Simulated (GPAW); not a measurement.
# GaFe3: cost and accuracy of all numerical settings together

Aim: see how far moments and order energies of GaFe3 move with all numerical settings together, and what each rung costs.

Method: LDA; plane waves with GPAW's PAW setups, scalar-relativistic, in GPAW 26.7.0.

## Step 1: Starting point

It takes space group Pm-3m (No. 221, cubic). The conventional cell has a = 3.701 Å, b = 3.701 Å, c = 3.701 Å, α = 90.00°, β = 90.00°, γ = 90.00°. Nearest to Ga lie 12 Fe at 2.62 Å. Nearest to Fe lie 4 Ga at 2.62 Å and 8 Fe at 2.62 Å. Farther neighbours are not listed.

## Step 2: Rung 1 (280 eV, mesh 4×4×4), start ferro +++

Several settings change at once from rung to rung, from a quick look to a careful run; the headings and inputs name them.

order1.py

```python
import json
import numpy as np
from ase import Atoms
from ase.parallel import paropen, parprint
from gpaw import GPAW

atoms = Atoms(['Ga', 'Fe', 'Fe', 'Fe'],
    cell=[[3.701, 0.0, 0.0],
         [0.0, 3.701, 0.0],
         [0.0, 0.0, 3.701]],
    scaled_positions=[[0.0, 0.0, 0.0],
         [0.0, 0.5, 0.5],
         [0.5, 0.0, 0.5],
         [0.5, 0.5, 0.0]],
    pbc=True,
    magmoms=[0.0, 2.8, 2.8, 2.8])
atoms.calc = GPAW(mode={'name': 'pw', 'ecut': 280},
    xc='LDA',
    kpts={'size': (4, 4, 4), 'gamma': True},
    occupations={'name': 'fermi-dirac', 'width': 0.2},
    convergence={'density': 1e-05, 'energy': 1e-05},
    maxiter=200,
    symmetry={'tolerance': 1e-4},
    txt='order1.txt')
e = atoms.get_potential_energy(force_consistent=True)
res = {'free_energy': e, 'energy_sigma0': atoms.get_potential_energy(), 'fermi_energy': atoms.calc.get_fermi_level()}
res['moments'] = atoms.get_magnetic_moments().tolist()
res['total'] = atoms.get_magnetic_moment()
parprint('site moments (muB):', np.round(res['moments'], 3))
parprint(f"total moment: {res['total']:.3f} muB")
parprint(f'free energy: {e:.6f} eV')
atoms.calc.write('order1.gpw')
with paropen('results.json', 'w') as f:
    json.dump(res, f)
```

Command:

```sh
$ OMP_NUM_THREADS=1 mpirun -n 2 gpaw python order1.py > order1.log
```

Numbers of over 12 decimals in the logs are rounded to 6 here.

The program printed:

```text
site moments (muB): [-0.087  2.167  2.167  2.167]
total moment: 6.580 muB
free energy: -33.502343 eV

--- order1.txt ---
Input parameters:
  mode=PW(ecut=280),
  convergence={'density': 1e-05, 'energy': 1e-05},
  kpts=MonkhorstPack(size=(4, 4, 4), gamma=True),
  maxiter=200,
  occupations=Occupations(name='fermi-dirac', width=0.2),
  symmetry=Symmetry(tolerance=0.0001),
  xc=XC(name='LDA')

Diagonalizing LCAO Hamiltonian
Converting LCAO to pw mode
   .--------.
  /|        |
 * |        |
 | |        |
 |Fe        |
 | .-Fe-----.
 |/   Fe   /
 Ga-------*

Atoms  # Å, Bohr magnetons
|   | symbol |        x |        y |        z |    initial magnetic moments |
|---|--------|----------|----------|----------|-----------------------------|
| 0 |     Ga | 0.000000 | 0.000000 | 0.000000 | ( 0.0000,  0.0000,  0.0000) |
| 1 |     Fe | 0.000000 | 1.850500 | 1.850500 | ( 0.0000,  0.0000,  2.8000) |
| 2 |     Fe | 1.850500 | 0.000000 | 1.850500 | ( 0.0000,  0.0000,  2.8000) |
| 3 |     Fe | 1.850500 | 1.850500 | 0.000000 | ( 0.0000,  0.0000,  2.8000) |

Unit cell  # Å
| periodic |        x |        y |        z |  lengths |    angles |
|----------|----------|----------|----------|----------|-----------|
|      yes | 3.701000 | 0.000000 | 0.000000 | 3.701000 | 90.000000 |
|      yes | 0.000000 | 3.701000 | 0.000000 | 3.701000 | 90.000000 |
|      yes | 0.000000 | 0.000000 | 3.701000 | 3.701000 | 90.000000 |

Number of symmetries: 48

BZ-sampling:
  Number of BZ points: 64
  Number of IBZ points: 10

  Monkhorst-Pack size: [4, 4, 4]
  Monkhorst-Pack shift: [0.125, 0.125, 0.125]

Plane wave coefficients: 554
Cutoff: 280.0 eV

Spin-components: 2 (collinear spins)
Bands:           26
Projectors:      23
Spin-degeneracy: 1
Datatype:        complex128

Parallelization:
  kpt:    2
  domain: 1
  band:   1

Density:
  Valence electrons: 27.0
  Components: 2
  Grid points: [15 15 15]
  Charge: 0.0  # |e|

Potential:
  Grid points: [15 15 15]

[... setups left out ...]
Reference energy: -156481.874215  # eV

eigensolver:
  PPCG
  Converge bands: occupied
  niter=2

density mixing:
  MSR1-Mixer
  Pratt-step length: 0.05
  Maximum mixing coefficient: 0.75
  Old densities: 10
  SVD Regularization: 0.005
  Good broyden scale: 1.0
  Trust region scale: 1.0
  Backstep threshold: 4.0
  History deletion threshold: 6.0
  Fourier metric: weight=20.0, sigma=0.015

occupation numbers:
  Fermi-Dirac:
    width: 0.2000  # eV

poisson solver:
  ecut: 2240.0  # eV

xc functional:
  name: None

convergence criteria:
- Maximum integral of absolute [dens]ity change: 1e-05 electrons / valence electron
- Maximum [total energy] change in last 3 cyles: 1e-05 eV / valence electron
- Maximum integral of absolute [eigenst]ate change: 4e-08 eV^2 / valence electron
maximum number of iterations: 200

SCF iterations
|iter     |      energy | eigst |  dens |  magmom |
|---------|-------------|-------|-------|---------|
|iter:   1|       0s |  -33.186380 | +0.31 |       |  +8.4163|
|iter:   2|       0s |  -33.188820 | -1.74 | -1.01 |  +8.3454|
|iter:   3|       1s |  -33.288973 | -1.63 | -1.03 |  +7.4489|
|iter:   4|       1s |  -33.244912 | -2.16 | -1.31 |  +7.1567|
|iter:   5|       1s |  -33.255900 | -3.33 | -1.69 |  +6.9214|
|iter:   6|       1s |  -33.257339 | -3.61 | -1.96 |  +6.6508|
|iter:   7|       2s |  -33.255152 | -4.07 | -2.40 |  +6.5625|
|iter:   8|       2s |  -33.254827 | -4.86 | -2.83 |  +6.5738|
|iter:   9|       2s |  -33.254801 | -5.51 | -3.50 |  +6.5783|
|iter:  10|       3s |  -33.254779c| -5.88 | -3.95 |  +6.5796|
|iter:  11|       3s |  -33.254777c| -6.30 | -4.69 |  +6.5799|
|iter:  12|       3s |  -33.254777c| -6.78 | -5.55c|  +6.5800|
|iter:  13|       3s |  -33.254778c| -7.10 | -5.70c|  +6.5800|
|iter:  14|       3s |  -33.254777c| -7.41c| -6.13c|  +6.5800|

Converged in 14 steps
Energy contributions relative to reference atoms: (reference = -156481.874215)

Energy contributions:
  Kinetic:          39.063436
  Coulomb:         -33.186150
  Zero:              0.835906
  External:          0.000000
  Xc:              -39.720404
  Entropy:          -0.495131
  Spinorbit:         0.000000
  ----------------------------
  Free energy:     -33.502343
  Extrapolated:    -33.254777

dipole moment: (-18.566419, -18.566419, -18.566419)  # |e|*Ang

Total magnetic moment: (0.000000, 0.000000, 6.579990)

Local magnetic moments
|        x |        y |         z |
|----------|----------|-----------|
| 0.000000 | 0.000000 | -0.087341 |  # Ga   0
| 0.000000 | 0.000000 |  2.166586 |  # Fe   1
| 0.000000 | 0.000000 |  2.166586 |  # Fe   2
| 0.000000 | 0.000000 |  2.166586 |  # Fe   3

Fermi level: 8.923
Eigenvalues  # (at kpt = [0.000, 0.000, 0.000])
| band index |      eig [eV] | occ [0-1] |      eig [eV] | occ [0-1] |
|------------|---------------|-----------|---------------|-----------|
|          0 |        -1.344 |     1.000 |        -1.138 |     1.000 |
|        ... |               |           |               |           |
|          4 |         5.400 |     1.000 |         6.995 |     1.000 |
|          5 |         5.400 |     1.000 |         6.995 |     1.000 |
|          6 |         5.400 |     1.000 |         6.995 |     1.000 |
|          7 |         7.256 |     1.000 |         9.383 |     0.091 |
|          8 |         7.256 |     1.000 |         9.383 |     0.091 |
|          9 |         7.256 |     1.000 |         9.383 |     0.091 |
|         10 |         7.901 |     0.994 |         9.428 |     0.074 |
|         11 |         7.901 |     0.994 |         9.428 |     0.074 |
|         12 |         8.469 |     0.906 |         9.428 |     0.074 |
|         13 |         8.843 |     0.599 |        10.340 |     0.001 |
|         14 |         8.843 |     0.599 |        10.340 |     0.001 |
|         15 |         8.843 |     0.599 |        10.639 |     0.000 |
|         16 |         9.220 |     0.184 |        10.890 |     0.000 |
|         17 |         9.220 |     0.184 |        10.890 |     0.000 |
|         18 |         9.220 |     0.184 |        10.890 |     0.000 |
|        ... |               |           |               |           |
|         25 |        19.784 |     0.000 |        21.573 |     0.000 |

No gap
No difference between direct/indirect transitions
```

Run time: 6.1 s. Hardware: 2 MPI ranks of Arm Neoverse V2, shared host; peak memory 0.31 GiB.

Spin moment in the augmentation sphere by atom:

| atom | spin moment in the augmentation sphere (μB) |
| --- | --- |
| Ga1 | -0.09 |
| Fe2 | 2.17 |
| Fe3 | 2.17 |
| Fe4 | 2.17 |

Numbers from this step:

| Quantity | Value |
| --- | --- |
| magnetization | 6.580 μB |
| final state | ferromagnetic |

After 14 cycles the largest moment stands at 2.17 μB.

## Step 3: Rung 1 (280 eV, mesh 2×4×4), start antiferro q=(1/2,1/2,1/2) +-+-+-

The second start gives the energy difference between the two end states, the quantity that is followed up the ladder. Its q is in fractions of the reciprocal vectors of the first run's cell.

order2.py

```python
import json
import numpy as np
from ase import Atoms
from ase.parallel import paropen, parprint
from gpaw import GPAW

atoms = Atoms(['Ga', 'Ga', 'Fe', 'Fe', 'Fe', 'Fe', 'Fe', 'Fe'],
    cell=[[7.402, 0.0, 0.0],
         [3.701, 3.701, 0.0],
         [3.701, 0.0, 3.701]],
    scaled_positions=[[0.0, 0.0, 0.0],
         [0.5, 0.0, 0.0],
         [0.5, 0.5, 0.5],
         [0.0, 0.5, 0.5],
         [0.0, 0.0, 0.5],
         [0.5, 0.0, 0.5],
         [0.0, 0.5, 0.0],
         [0.5, 0.5, 0.0]],
    pbc=True,
    magmoms=[0.0, 0.0, 2.8, -2.8, 2.8, -2.8, 2.8, -2.8])
atoms.calc = GPAW(mode={'name': 'pw', 'ecut': 280},
    xc='LDA',
    kpts={'size': (2, 4, 4), 'gamma': True},
    occupations={'name': 'fermi-dirac', 'width': 0.2},
    convergence={'density': 1e-05, 'energy': 1e-05},
    maxiter=200,
    symmetry={'tolerance': 1e-4},
    txt='order2.txt')
e = atoms.get_potential_energy(force_consistent=True)
res = {'free_energy': e, 'energy_sigma0': atoms.get_potential_energy(), 'fermi_energy': atoms.calc.get_fermi_level()}
res['moments'] = atoms.get_magnetic_moments().tolist()
res['total'] = atoms.get_magnetic_moment()
parprint('site moments (muB):', np.round(res['moments'], 3))
parprint(f"total moment: {res['total']:.3f} muB")
parprint(f'free energy: {e:.6f} eV')
atoms.calc.write('order2.gpw')
with paropen('results.json', 'w') as f:
    json.dump(res, f)
```

Command:

```sh
$ OMP_NUM_THREADS=1 mpirun -n 2 gpaw python order2.py > order2.log
```

The program printed:

```text
site moments (muB): [ 0.004 -0.004  1.788 -1.788  1.788 -1.788  1.788 -1.788]
total moment: 0.000 muB
free energy: -66.202009 eV

--- order2.txt ---
Input parameters:
  mode=PW(ecut=280),
  convergence={'density': 1e-05, 'energy': 1e-05},
  kpts=MonkhorstPack(size=(2, 4, 4), gamma=True),
  maxiter=200,
  occupations=Occupations(name='fermi-dirac', width=0.2),
  symmetry=Symmetry(tolerance=0.0001),
  xc=XC(name='LDA')

Diagonalizing LCAO Hamiltonian
Converting LCAO to pw mode

                  Fe       Fe
            Fe       Fe
             Fe       Fe
       Ga       Ga

Atoms  # Å, Bohr magnetons
|   | symbol |        x |        y |        z |    initial magnetic moments |
|---|--------|----------|----------|----------|-----------------------------|
| 0 |     Ga | 0.000000 | 0.000000 | 0.000000 | ( 0.0000,  0.0000,  0.0000) |
| 1 |     Ga | 3.701000 | 0.000000 | 0.000000 | ( 0.0000,  0.0000,  0.0000) |
| 2 |     Fe | 7.402000 | 1.850500 | 1.850500 | ( 0.0000,  0.0000,  2.8000) |
| 3 |     Fe | 3.701000 | 1.850500 | 1.850500 | ( 0.0000,  0.0000, -2.8000) |
| 4 |     Fe | 1.850500 | 0.000000 | 1.850500 | ( 0.0000,  0.0000,  2.8000) |
| 5 |     Fe | 5.551500 | 0.000000 | 1.850500 | ( 0.0000,  0.0000, -2.8000) |
| 6 |     Fe | 1.850500 | 1.850500 | 0.000000 | ( 0.0000,  0.0000,  2.8000) |
| 7 |     Fe | 5.551500 | 1.850500 | 0.000000 | ( 0.0000,  0.0000, -2.8000) |

Number of symmetries: 4

BZ-sampling:
  Number of BZ points: 32
  Number of IBZ points: 14

  Monkhorst-Pack size: [2, 4, 4]
  Monkhorst-Pack shift: [0.25, 0.125, 0.125]

Plane wave coefficients: 1090
Cutoff: 280.0 eV

[...]
Energy contributions:
  Kinetic:          66.233450
  Coulomb:         -56.513994
  Zero:              1.676112
  External:          0.000000
  Xc:              -76.059682
  Entropy:          -1.537894
  Spinorbit:         0.000000
  ----------------------------
  Free energy:     -66.202009
  Extrapolated:    -65.433062

dipole moment: (-147.814900, -37.146276, -37.146276)  # |e|*Ang

Total magnetic moment: (0.000000, 0.000000, 0.000007)

Local magnetic moments
|        x |        y |         z |
|----------|----------|-----------|
| 0.000000 | 0.000000 |  0.003622 |  # Ga   0
| 0.000000 | 0.000000 | -0.003623 |  # Ga   1
| 0.000000 | 0.000000 |  1.787995 |  # Fe   2
| 0.000000 | 0.000000 | -1.787994 |  # Fe   3
| 0.000000 | 0.000000 |  1.788044 |  # Fe   4
| 0.000000 | 0.000000 | -1.788039 |  # Fe   5
| 0.000000 | 0.000000 |  1.788044 |  # Fe   6
| 0.000000 | 0.000000 | -1.788039 |  # Fe   7

Fermi level: 8.864
Eigenvalues  # (at kpt = [0.000, 0.000, 0.000])
| band index |      eig [eV] | occ [0-1] |      eig [eV] | occ [0-1] |
|------------|---------------|-----------|---------------|-----------|
|          0 |        -1.237 |     1.000 |        -1.237 |     1.000 |
|        ... |               |           |               |           |
|         17 |         7.578 |     0.998 |         7.578 |     0.998 |
|         18 |         7.578 |     0.998 |         7.578 |     0.998 |
|         19 |         7.843 |     0.994 |         7.843 |     0.994 |
|         20 |         7.843 |     0.994 |         7.843 |     0.994 |
[...]
|         30 |         9.425 |     0.057 |         9.425 |     0.057 |
|         31 |         9.425 |     0.057 |         9.425 |     0.057 |
|         32 |         9.704 |     0.015 |         9.704 |     0.015 |
|        ... |               |           |               |           |
|         36 |        10.062 |     0.002 |        10.062 |     0.002 |

No gap
No difference between direct/indirect transitions

[key lines of the parts left out:]
Converged in 27 steps
```

Run time: 45 s. Hardware: 2 MPI ranks; peak memory 0.4 GiB; 89 s of CPU time.

Spin moment in the augmentation sphere by atom:

| atom | spin moment in the augmentation sphere (μB) |
| --- | --- |
| Ga1 | 0.00 |
| Ga2 | 0.00 |
| Fe3 | 1.79 |
| Fe4 | -1.79 |
| Fe5 | 1.79 |
| Fe6 | -1.79 |
| Fe7 | 1.79 |
| Fe8 | -1.79 |

Numbers from this step:

```
magnetization : 0 μB
final state   : antiferromagnetic
```

This start lies +133.8 meV a seeded atom from the first; its largest moment is 1.79 μB.

## Step 4: Rung 2 (380 eV, mesh 4×4×4), start ferro +++

order1.py is the script of step 2 with these lines changed:

```diff
@@ -16,6 +16,6 @@
     magmoms=[0.0, 2.8, 2.8, 2.8])
-atoms.calc = GPAW(mode={'name': 'pw', 'ecut': 280},
+atoms.calc = GPAW(mode={'name': 'pw', 'ecut': 380},
     xc='LDA',
     kpts={'size': (4, 4, 4), 'gamma': True},
-    occupations={'name': 'fermi-dirac', 'width': 0.2},
+    occupations={'name': 'fermi-dirac', 'width': 0.15},
     convergence={'density': 1e-05, 'energy': 1e-05},
```

Command:

```sh
$ OMP_NUM_THREADS=1 mpirun -n 2 gpaw python order1.py > order1.log
```

The program printed:

```text
site moments (muB): [-0.092  2.225  2.225  2.225]
total moment: 6.722 muB
free energy: -33.745170 eV

--- order1.txt ---
Input parameters:
  mode=PW(ecut=380),
  convergence={'density': 1e-05, 'energy': 1e-05},
  kpts=MonkhorstPack(size=(4, 4, 4), gamma=True),
  maxiter=200,
  occupations=Occupations(name='fermi-dirac', width=0.15),
  symmetry=Symmetry(tolerance=0.0001),
  xc=XC(name='LDA')

[...]
|          7 |         7.209 |     1.000 |         9.388 |     0.038 |
[...]
|         16 |         9.209 |     0.115 |        10.882 |     0.000 |
|         17 |         9.209 |     0.115 |        10.882 |     0.000 |
|         18 |         9.209 |     0.115 |        10.882 |     0.000 |
|        ... |               |           |               |           |
|         25 |        17.982 |     0.000 |        19.809 |     0.000 |

No gap
No difference between direct/indirect transitions

[key lines of the parts left out:]
Free energy:     -33.745170
Converged in 15 steps
dipole moment: (-18.575339, -18.575339, -18.575339)  # |e|*Ang
Fermi level: 8.903
```

Elapsed: 9.3 s, on 2 MPI ranks; peak memory 0.33 GiB.

This step gave:

* magnetization: 6.722 μB
* final state: ferromagnetic
* largest moment: 2.225 μB

The largest moment moves by +0.06 μB from rung 1, at 1.5 times its CPU time.

## Step 5: Rung 2 (380 eV, mesh 2×4×4), start antiferro q=(1/2,1/2,1/2) +-+-+-

order2.py is the script of step 3 with these lines changed:

```diff
@@ -20,6 +20,6 @@
     magmoms=[0.0, 0.0, 2.8, -2.8, 2.8, -2.8, 2.8, -2.8])
-atoms.calc = GPAW(mode={'name': 'pw', 'ecut': 280},
+atoms.calc = GPAW(mode={'name': 'pw', 'ecut': 380},
     xc='LDA',
     kpts={'size': (2, 4, 4), 'gamma': True},
-    occupations={'name': 'fermi-dirac', 'width': 0.2},
+    occupations={'name': 'fermi-dirac', 'width': 0.15},
     convergence={'density': 1e-05, 'energy': 1e-05},
```

Command:

```sh
$ OMP_NUM_THREADS=1 mpirun -n 2 gpaw python order2.py > order2.log
```

The program printed:

```text
site moments (muB): [ 0.006 -0.006  1.854 -1.854  1.854 -1.854  1.854 -1.854]
total moment: -0.000 muB
free energy: -66.554211 eV

--- order2.txt ---
Input parameters:
  mode=PW(ecut=380),
  convergence={'density': 1e-05, 'energy': 1e-05},
  kpts=MonkhorstPack(size=(2, 4, 4), gamma=True),
  maxiter=200,
  occupations=Occupations(name='fermi-dirac', width=0.15),
  symmetry=Symmetry(tolerance=0.0001),
  xc=XC(name='LDA')
[...]
|         20 |         7.824 |     0.999 |         7.824 |     0.999 |
[...]
|         30 |         9.400 |     0.024 |         9.400 |     0.024 |
|         31 |         9.400 |     0.024 |         9.400 |     0.024 |
|         32 |         9.706 |     0.003 |         9.706 |     0.003 |
|        ... |               |           |               |           |
|         36 |        10.035 |     0.000 |        10.035 |     0.000 |

No gap
No difference between direct/indirect transitions

[key lines of the parts left out:]
Free energy:     -66.554211
Converged in 30 steps
dipole moment: (-147.906304, -37.165699, -37.165699)  # |e|*Ang
Fermi level: 8.845
```

Elapsed: 65 s, on 2 MPI ranks; peak memory 0.46 GiB.

This step gave:

```yaml
magnetization: 0 μB
final_state: antiferromagnetic
largest_moment: 1.854 μB
```

This start lies +156.0 meV a seeded atom from the first, a change of +22.2 meV since rung 1; its largest moment is 1.85 μB.

## Step 6: Rung 3 (500 eV, mesh 6×6×6), start ferro +++

order1.py is the script of step 4 with these lines changed:

```diff
@@ -16,6 +16,6 @@
     magmoms=[0.0, 2.8, 2.8, 2.8])
-atoms.calc = GPAW(mode={'name': 'pw', 'ecut': 380},
+atoms.calc = GPAW(mode={'name': 'pw', 'ecut': 500},
     xc='LDA',
-    kpts={'size': (4, 4, 4), 'gamma': True},
-    occupations={'name': 'fermi-dirac', 'width': 0.15},
+    kpts={'size': (6, 6, 6), 'gamma': True},
+    occupations={'name': 'fermi-dirac', 'width': 0.1},
     convergence={'density': 1e-05, 'energy': 1e-05},
```

Command:

```sh
$ OMP_NUM_THREADS=1 mpirun -n 2 gpaw python order1.py > order1.log
```

The program printed:

```text
site moments (muB): [-0.095  2.296  2.296  2.296]
total moment: 6.912 muB
free energy: -34.082353 eV

--- order1.txt ---
Input parameters:
  mode=PW(ecut=500),
  convergence={'density': 1e-05, 'energy': 1e-05},
  kpts=MonkhorstPack(size=(6, 6, 6), gamma=True),
  maxiter=200,
  occupations=Occupations(name='fermi-dirac', width=0.1),
  symmetry=Symmetry(tolerance=0.0001),
  xc=XC(name='LDA')

[...]
|          7 |         7.151 |     1.000 |         9.395 |     0.006 |
[...]
|         16 |         9.208 |     0.035 |        10.915 |     0.000 |
|         17 |         9.208 |     0.035 |        10.915 |     0.000 |
|         18 |         9.208 |     0.035 |        10.915 |     0.000 |
|        ... |               |           |               |           |
|         25 |        17.508 |     0.000 |        19.430 |     0.000 |

No gap
No difference between direct/indirect transitions

[key lines of the parts left out:]
Free energy:     -34.082353
Converged in 14 steps
dipole moment: (-18.572006, -18.572006, -18.572006)  # |e|*Ang
Fermi level: 8.875
```

Elapsed: 14 s, on 2 MPI ranks; peak memory 0.36 GiB; 28 s of CPU time.

Numbers from this step:

```yaml
magnetization: 6.912 μB
final_state: ferromagnetic
largest_moment: 2.296 μB
```

The largest moment moves by +0.07 μB from rung 2, at 1.5 times its CPU time.

[end of part 1 of 2]

[Logs and program files are shortened in this print: banners, set-up blocks, solver, clock and traceback lines can be left out without a mark of their own.]

[Logs are printed without paths, hosts, clocks, repeated set-up lines and the standing remarks that a program may print on its own settings, such as how far it seeks lower states.]

[Hosts, paths, dates, database ids (printed as entryN), source tags and the programs' standing remarks are cut or masked in the printed files.]

[Where a cell is said to come from a database of computed structures, the database is the Materials Project.]
